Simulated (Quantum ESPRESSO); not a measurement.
# Magnetic state of Mo2C from several starts, part 2 of 2

Aim: find out which collinear order of Mo2C costs least.

Quantum ESPRESSO 7.5; LDA; plane waves with GBRV 1.5 LDA potentials, no spin-orbit coupling.

So far: The starting structure; Start 1: ferro ++++++++.

### 3. Run 2, typed as antiferro +−−+−++−

pw.in reads:

```
&CONTROL
  calculation = 'scf'
  prefix = 'pwscf'
  outdir = './tmp'
  pseudo_dir = './pseudo'
  disk_io = 'nowf'
/
&SYSTEM
  ibrav = 0
  celldm(1) = 8
  nat = 12
  ntyp = 3
  ecutwfc = 40
  ecutrho = 280
  nbnd = 81
  occupations = 'smearing'
  smearing = 'fd'
  degauss = 0.00734986
  nspin = 2
  starting_magnetization(1) = 0.0714
  starting_magnetization(2) = -0.0714
  starting_magnetization(3) = 0
/
&ELECTRONS
  conv_thr = 2.4d-08
  electron_maxstep = 150
  mixing_beta = 0.3
/
ATOMIC_SPECIES
Mo1    95.9500 mo_lda_v1.uspp.F.UPF
Mo2    95.9500 mo_lda_v1.uspp.F.UPF
C      12.0110 c_lda_v1.2.uspp.F.UPF
CELL_PARAMETERS alat
   1.1184816500129    0.0000000000000    0.0000000000000
   0.0000000000000    1.4231999876088    0.0000000000000
   0.0000000000000    0.0000000000000    1.2306841386625
ATOMIC_POSITIONS crystal
Mo1     0.2450000000    0.1250000000    0.0830000000
Mo2     0.2550000000    0.3750000000    0.5830000000
Mo2     0.7450000000    0.3750000000    0.9170000000
Mo1     0.7550000000    0.1250000000    0.4170000000
Mo2     0.7550000000    0.8750000000    0.9170000000
Mo1     0.7450000000    0.6250000000    0.4170000000
Mo1     0.2550000000    0.6250000000    0.0830000000
Mo2     0.2450000000    0.8750000000    0.5830000000
C       0.0000000000    0.3750000000    0.2500000000
C       0.5000000000    0.1250000000    0.7500000000
C       0.0000000000    0.6250000000    0.7500000000
C       0.5000000000    0.8750000000    0.2500000000
K_POINTS automatic
6 6 6 0 0 0
```

The run is started by

```console
OMP_NUM_THREADS=1 mpirun -n 4 pw.x -nk 4 -in pw.in > pw.out
```

The log of the run:

```text
[banner, memory and clock lines left out]
Program PWSCF v.7.5 starts

     Message from routine setup:
     using ibrav=0 with symmetry is DISCOURAGED, use correct ibrav instead

     bravais-lattice index     =            0
     lattice parameter (alat)  =       8.0000  a.u.
     unit-cell volume          =    1003.0241 (a.u.)^3
     number of atoms/cell      =           12
     number of atomic types    =            3
     number of electrons       =       128.00
     number of Kohn-Sham states=           81
     kinetic-energy cutoff     =      40.0000  Ry
     charge density cutoff     =     280.0000  Ry
     scf convergence threshold =      2.4E-08
     mixing beta               =       0.3000
     number of iterations used =            8  plain     mixing
     Exchange-correlation= SLA  PZ   NOGX NOGC
                           (   1   1   0   0   0   0   0)

     celldm(1)=   8.000000  celldm(2)=   0.000000  celldm(3)=   0.000000
     celldm(4)=   0.000000  celldm(5)=   0.000000  celldm(6)=   0.000000

     crystal axes: (cart. coord. in units of alat)
               a(1) = (   1.118482   0.000000   0.000000 )
               a(2) = (   0.000000   1.423200   0.000000 )
               a(3) = (   0.000000   0.000000   1.230684 )

     reciprocal axes: (cart. coord. in units 2 pi/alat)
               b(1) = (  0.894069  0.000000  0.000000 )
               b(2) = (  0.000000  0.702642  0.000000 )
               b(3) = (  0.000000  0.000000  0.812556 )

     PseudoPot. # 1 for Mo read from file:
     mo_lda_v1.uspp.F.UPF
     Pseudo is Ultrasoft + core correction, Zval = 14.0

     PseudoPot. # 2 for Mo read from file:
     mo_lda_v1.uspp.F.UPF
     Pseudo is Ultrasoft + core correction, Zval = 14.0

     PseudoPot. # 3 for C  read from file:
     c_lda_v1.2.uspp.F.UPF
     Pseudo is Ultrasoft + core correction, Zval =  4.0

     atomic species   valence    mass     pseudopotential
     Mo1              14.00    95.95000     Mo( 1.00)
     Mo2              14.00    95.95000     Mo( 1.00)
     C                 4.00    12.01100     C ( 1.00)

     Starting magnetic structure
     atomic species   magnetization
     Mo1             0.071
     Mo2            -0.071
     C               0.000

      4 Sym. Ops. (no inversion) found ( 3 have fractional translation)

   Cartesian axes

     site n.     atom                  positions (alat units)
         1        Mo1    tau(   1) = (   0.2740280   0.1779000   0.1021468  )
         2        Mo2    tau(   2) = (   0.2852128   0.5337000   0.7174889  )
         3        Mo2    tau(   3) = (   0.8332688   0.5337000   1.1285374  )
         4        Mo1    tau(   4) = (   0.8444536   0.1779000   0.5131953  )
         5        Mo2    tau(   5) = (   0.8444536   1.2453000   1.1285374  )
         6        Mo1    tau(   6) = (   0.8332688   0.8895000   0.5131953  )
         7        Mo1    tau(   7) = (   0.2852128   0.8895000   0.1021468  )
         8        Mo2    tau(   8) = (   0.2740280   1.2453000   0.7174889  )
         9        C      tau(   9) = (   0.0000000   0.5337000   0.3076710  )
        10        C      tau(  10) = (   0.5592408   0.1779000   0.9230131  )
        11        C      tau(  11) = (   0.0000000   0.8895000   0.9230131  )
        12        C      tau(  12) = (   0.5592408   1.2453000   0.3076710  )

     number of k points=    64  Fermi-Dirac smearing, width (Ry)=  0.0073
                       cart. coord. in units 2pi/alat
        k(    1) = (   0.0000000   0.0000000   0.0000000), wk =   0.0046296
        k(    2) = (   0.0000000   0.0000000   0.1354260), wk =   0.0092593
        k(    3) = (   0.0000000   0.0000000   0.2708521), wk =   0.0092593
        k(    4) = (   0.0000000   0.0000000  -0.4062781), wk =   0.0046296
        k(    5) = (   0.0000000   0.1171070   0.0000000), wk =   0.0092593
        [... 59 further k-points ...]

     Dense  grid:    79395 G-vectors     FFT dimensions: (  48,  64,  54)

     Smooth grid:    34195 G-vectors     FFT dimensions: (  40,  48,  40)

     Generating pointlists ...
     new r_m :   0.2037 (alat units)  1.6298 (a.u.) for type    1
     new r_m :   0.2037 (alat units)  1.6298 (a.u.) for type    2
     new r_m :   0.2037 (alat units)  1.6298 (a.u.) for type    3

     Initial potential from superposition of free atoms

     starting charge     127.9930, renormalised to     128.0000
     Starting wfcs are  120 randomized atomic wfcs

     Self-consistent Calculation

     iteration #  1     ecut=    40.00 Ry     beta= 0.30
     Davidson diagonalization with overlap
     ethr =  1.00E-02,  avg # of iterations =  2.0

     total energy              =   -1161.79490933 Ry
     estimated scf accuracy    <       2.35712685 Ry

     total magnetization       =     0.00 Bohr mag/cell
     absolute magnetization    =     2.17 Bohr mag/cell

     iteration #  2     ecut=    40.00 Ry     beta= 0.30
     Davidson diagonalization with overlap
     ethr =  1.84E-03,  avg # of iterations =  2.0

     total energy              =   -1162.23719598 Ry
     estimated scf accuracy    <       0.06211771 Ry

     total magnetization       =    -0.00 Bohr mag/cell
     absolute magnetization    =     1.94 Bohr mag/cell

     [... further iterations left out ...]

     iteration # 12     ecut=    40.00 Ry     beta= 0.30
     Davidson diagonalization with overlap
     ethr =  2.04E-09,  avg # of iterations =  2.0

     total energy              =   -1162.27179652 Ry
     estimated scf accuracy    <       0.00000045 Ry

     total magnetization       =    -0.00 Bohr mag/cell
     absolute magnetization    =     0.00 Bohr mag/cell

     iteration # 13     ecut=    40.00 Ry     beta= 0.30
     Davidson diagonalization with overlap
     ethr =  3.54E-10,  avg # of iterations =  3.9

     Magnetic moment per site  (integrated on atomic sphere of radius R)
     atom   1 (R=0.204)  charge=  9.6043  magn=  0.0000
     atom   2 (R=0.204)  charge=  9.6043  magn= -0.0000
     atom   3 (R=0.204)  charge=  9.6043  magn= -0.0000
     atom   4 (R=0.204)  charge=  9.6043  magn=  0.0000
     atom   5 (R=0.204)  charge=  9.6043  magn= -0.0000
     atom   6 (R=0.204)  charge=  9.6043  magn=  0.0000
     atom   7 (R=0.204)  charge=  9.6043  magn=  0.0000
     atom   8 (R=0.204)  charge=  9.6043  magn= -0.0000
     atom   9 (R=0.204)  charge=  3.4839  magn= -0.0000
     atom  10 (R=0.204)  charge=  3.4839  magn=  0.0001
     atom  11 (R=0.204)  charge=  3.4839  magn=  0.0001
     atom  12 (R=0.204)  charge=  3.4839  magn= -0.0000

     End of self-consistent calculation

     Number of k-points >= 100: set verbosity='high' to print the bands.

     the Fermi energy is    19.8475 ev

!    total energy              =   -1162.27179667 Ry
     estimated scf accuracy    <       0.00000002 Ry
     smearing contrib. (-TS)   =      -0.01674565 Ry
     internal energy E=F+TS    =   -1162.25505102 Ry

     The total energy is F=E-TS. E is the sum of the following terms:
     one-electron contribution =    -152.66520998 Ry
     hartree contribution      =     154.60811217 Ry
     xc contribution           =    -168.34371569 Ry
     ewald contribution        =    -995.85423753 Ry

     total magnetization       =    -0.00 Bohr mag/cell
     absolute magnetization    =     0.00 Bohr mag/cell

     convergence has been achieved in  13 iterations
```

Run time: 3.6 min. Hardware: 4 MPI ranks of Intel Xeon Platinum 8488C (Sapphire Rapids), shared host; peak memory 1.2 GiB.

Spin moment in the atom's sphere by atom:

```csv
atom,spin moment in the atom's sphere (μB)
Mo1,0.0000
Mo2,0.0000
Mo3,0.0000
Mo4,0.0000
Mo5,0.0000
Mo6,0.0000
Mo7,0.0000
Mo8,0.0000
C9,0.0000
C10,0.0001
C11,0.0001
C12,0.0000
```

This step gave:

```yaml
smearing_term_ts: 0.2278 eV
magnetization: 0 μB
absolute_magnetization: 0 μB
final_state: non-magnetic
```

### 4. Run 3, typed as antiferro +−−+−−++

Edit pw.in of step 3 so:

```diff
@@ -42,5 +42,5 @@
 Mo2     0.7550000000    0.8750000000    0.9170000000
-Mo1     0.7450000000    0.6250000000    0.4170000000
+Mo2     0.7450000000    0.6250000000    0.4170000000
 Mo1     0.2550000000    0.6250000000    0.0830000000
-Mo2     0.2450000000    0.8750000000    0.5830000000
+Mo1     0.2450000000    0.8750000000    0.5830000000
 C       0.0000000000    0.3750000000    0.2500000000
```

The log of the run:

```text
     [... lines left out ...]
Program PWSCF v.7.5 starts
     [... lines left out ...]
     number of atoms/cell      =           12
     [... lines left out ...]
     number of electrons       =       128.00
     number of Kohn-Sham states=           81
     kinetic-energy cutoff     =      40.0000  Ry
     charge density cutoff     =     280.0000  Ry
     scf convergence threshold =      2.4E-08
     [... lines left out ...]
     No symmetry found
     [... lines left out ...]
     number of k points=   112  Fermi-Dirac smearing, width (Ry)=  0.0073
     [... lines left out ...]
     iteration # 17     ecut=    40.00 Ry     beta= 0.30
     [... lines left out ...]
     Magnetic moment per site  (integrated on atomic sphere of radius R)
     atom   1 (R=0.204)  charge=  9.6043  magn=  0.0000
     atom   2 (R=0.204)  charge=  9.6043  magn= -0.0001
     atom   3 (R=0.204)  charge=  9.6043  magn= -0.0000
     atom   4 (R=0.204)  charge=  9.6043  magn=  0.0001
     atom   5 (R=0.204)  charge=  9.6044  magn= -0.0001
     atom   6 (R=0.204)  charge=  9.6043  magn=  0.0001
     atom   7 (R=0.204)  charge=  9.6043  magn=  0.0001
     atom   8 (R=0.204)  charge=  9.6043  magn= -0.0001
     atom   9 (R=0.204)  charge=  3.4838  magn= -0.0000
     atom  10 (R=0.204)  charge=  3.4838  magn=  0.0000
     atom  11 (R=0.204)  charge=  3.4839  magn=  0.0001
     atom  12 (R=0.204)  charge=  3.4838  magn= -0.0001
     [... lines left out ...]
     the Fermi energy is    19.8474 ev
!    total energy              =   -1162.27179666 Ry
     estimated scf accuracy    <       0.00000002 Ry
     smearing contrib. (-TS)   =      -0.01674578 Ry
     [... lines left out ...]
     total magnetization       =     0.00 Bohr mag/cell
     absolute magnetization    =     0.00 Bohr mag/cell
     convergence has been achieved in  17 iterations
```

The job ended after 7.7 min (4 MPI ranks; peak memory 1.9 GiB).

Spin moment in the atom's sphere by atom:

```csv
atom,spin moment in the atom's sphere (μB)
Mo1,0.0000
Mo2,-0.0001
Mo3,0.0000
Mo4,0.0001
Mo5,-0.0001
Mo6,0.0001
Mo7,0.0001
Mo8,-0.0001
C9,0.0000
C10,0.0000
C11,0.0001
C12,-0.0001
```

Read from the output:

```yaml
smearing_term_ts: 0.2278 eV
magnetization: 0 μB
absolute_magnetization: 0 μB
final_state: non-magnetic
```

### 5. The states side by side

An order is kept where moments of 0.15 μB or more survive with the typed signs; meshes match where a doubled cell samples the same k points as the first cell.

Orders:

```csv
start,final state,typed order kept,energy over the lowest (meV a seeded atom),largest site moment (μB),net moment (μB a cell of the first run),mesh matched,CPU time (s)
ferro ++++++++,non-magnetic,no,0,0,0,yes,837.8
antiferro +--+-++-,non-magnetic,no,0,0,0,yes,869.3
antiferro +--+--++,non-magnetic,no,0,0,0,yes,1836
```

### 6. Results

```yaml
lowest_state_found: non-magnetic (from ferro ++++++++, antiferro +--+-++- and antiferro +--+--++)
largest_site_moment: 0 μB
```

The lowest state carries no moment, and no start kept one. This is the lowest of 3 collinear or spinless starts, no proof of the ground state. Energies are free energies at an electronic temperature of 1160 K, which lowers moments and differences where the moments are itinerant.

[Logs and program files are shortened in this print: banners, set-up blocks, solver, clock and traceback lines can be left out without a mark of their own.]

[Logs are printed without paths, hosts, clocks, repeated set-up lines and the standing remarks that a program may print on its own settings, such as how far it seeks lower states.]

[Hosts, paths, dates, database ids (printed as entryN), source tags and the programs' standing remarks are cut or masked in the printed files.]

[Where a cell is said to come from a database of computed structures, the database is the Materials Project.]
